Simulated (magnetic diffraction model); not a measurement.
**LiNbCr₄Ge₃Te: what an assumed order does to the neutron pattern**

Space group R3m (no. 160), a = 3.6480 Å, c = 45.4270 Å.

| site | atom | x | y | z |
| --- | --- | --- | --- | --- |
| 3a | Te | 0 | 0 | 0.2027 |
| 3a | Nb | 2/3 | 1/3 | 0.0354 |
| 3a | Ge | 1/3 | 2/3 | 0.1653 |
| 3a | Ge | 2/3 | 1/3 | 0.2327 |
| 3a | Ge | 0 | 0 | 0.2982 |
| 3a | Cr | 1/3 | 2/3 | 0.0709 |
| 3a | Cr | 2/3 | 1/3 | 0.1374 |
| 3a | Cr | 1/3 | 2/3 | 0.2687 |
| 3a | Cr | 0 | 0 | 0.0001 |
| 3a | Li | 0 | 0 | 0.1052 |

This is a made-up structure (elements placed in a structure type, unrelaxed), so the numbers test the method and describe no known phase.

Only Cr is taken to order (form factors of Cr2+); orders and moment sizes are assumed, and not adapted to the symmetry. Radiation: neutrons of λ = 2.567 Å, 8° to 75°; isotropic B of 0.59 Å² (Te), 0.55 Å² (Nb), 0.6 Å² (Ge), 0.74 Å² (Cr) and 1.08 Å² (Li). The intensities are simulated: I ∝ L Σ (|F_N|² + |F_M⊥|²) for unpolarised neutrons, with F_M = 2.695 fm/μB × Σ f(s) S exp(2πi Q·r) exp(−B s²) at Q = H ± k (one set where k and −k are equivalent), only the part normal to Q counting and L = 1/(sin²θ cos θ). For collinear order S is the moment m, which repeats by lattice and centring translations R with the sign exp(−2πi k·R). Form factors are spin-only for 3d ions and dipole or tabulated for f ions, scattering lengths are Sears's of 1992, and absorption is left out. A label names one of the reflections at its angle. The strongest nuclear line in the range is 100, and lines under 0.2 are left out.

Assume the order k = (0 0 0), collinear moments along [101], 1.56 μB on Cr; signs + at (1/3, 2/3, 0.0709), − at (2/3, 1/3, 0.1374), + at (1/3, 2/3, 0.2687), − at (0, 0, 0.0001).

Q: Where does magnetic intensity appear, and how strong is it?

```
2θ (°)     index  nuclear  magnetic
  9.72   (0 0 3)     56.1       0.0
 19.52   (0 0 6)      9.9       0.1
 29.46   (0 0 9)      3.6       0.0
 39.64  (0 0 12)      3.8       0.0
 48.06   (1 0 1)      3.3       5.2
 48.43   (0 1 2)      5.9       0.3
 49.88   (1 0 4)      7.5       4.1
 50.15  (0 0 15)      2.8       0.0
 50.95   (0 1 5)      5.1       0.0
 53.73   (1 0 7)      6.3       0.3
 55.41   (0 1 8)      2.9       0.1
 59.32  (1 0 10)    100.0       0.0
 61.14  (0 0 18)      0.4       0.0
 61.53  (0 1 11)      1.4       1.7
 66.42  (1 0 13)      4.7       0.0
 69.09  (0 1 14)      6.0       0.7
 72.79  (0 0 21)      0.2       0.0
 74.86  (1 0 16)      1.6       0.7
```

The strongest magnetic line in the range is (1 0 1) at 48.06° (5.2). On top of the Lorentz factor, which all lines share, magnetic lines fade with angle because f falls: for Cr2+ it is 0.88, 0.62, 0.37 and 0.09 at sin θ/λ = 0.1, 0.2, 0.3 and 0.5 Å⁻¹, while nuclear lengths stay constant. The order has no net moment.

[Logs are printed without paths, hosts, clocks, repeated set-up lines and the standing remarks that a program may print on its own settings, such as how far it seeks lower states.]
